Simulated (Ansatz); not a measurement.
Rows from a G0W0 calculation on ZnS2 (Pa-3) (Ansatz 0.2.0; G0W0 on LDA, plane waves, PAW; 2×2×2 mesh, 448 empty bands, screening to 96 eV, hard PAW files), in eV. Spin-orbit coupling is left out.

| row | k | band | start | Σx | Σc at the solution | Vxc |
| --- | --- | --- | --- | --- | --- | --- |
| A | Γ | v3 | 8.064 | -21.197 | 2.508 | -18.318 |
| B | Γ | c1 | 10.424 | -8.649 | -4.497 | -13.840 |
| C | Γ | c3 | 11.562 | -10.299 | -4.928 | -15.993 |
| D | Γ | c2 | 10.930 | -10.744 | -4.617 | -16.200 |
| E | Γ | v1 | 8.787 | -21.710 | 2.406 | -18.977 |

**Question.** Give the quasiparticle energies and the shift of each level.

The quasiparticle equation reads E = start + Σx + Σc(E) − Vxc.

| row | E (eV) | shift (eV) |
| --- | --- | --- |
| A | 7.693 | −0.371 |
| B | 11.118 | +0.694 |
| C | 12.328 | +0.766 |
| D | 11.769 | +0.839 |
| E | 8.460 | −0.327 |

Limits: not at the basis limit; coarse k mesh.

[Runs of the session that timed out or met a known fault of the program may be left out.]

[Cells called generated may have been cut or substituted from an entry of the Crystallography Open Database or the Materials Project.]

[Hosts, paths, dates, database ids (printed as entryN), source tags and the programs' standing remarks are cut or masked in the printed files.]
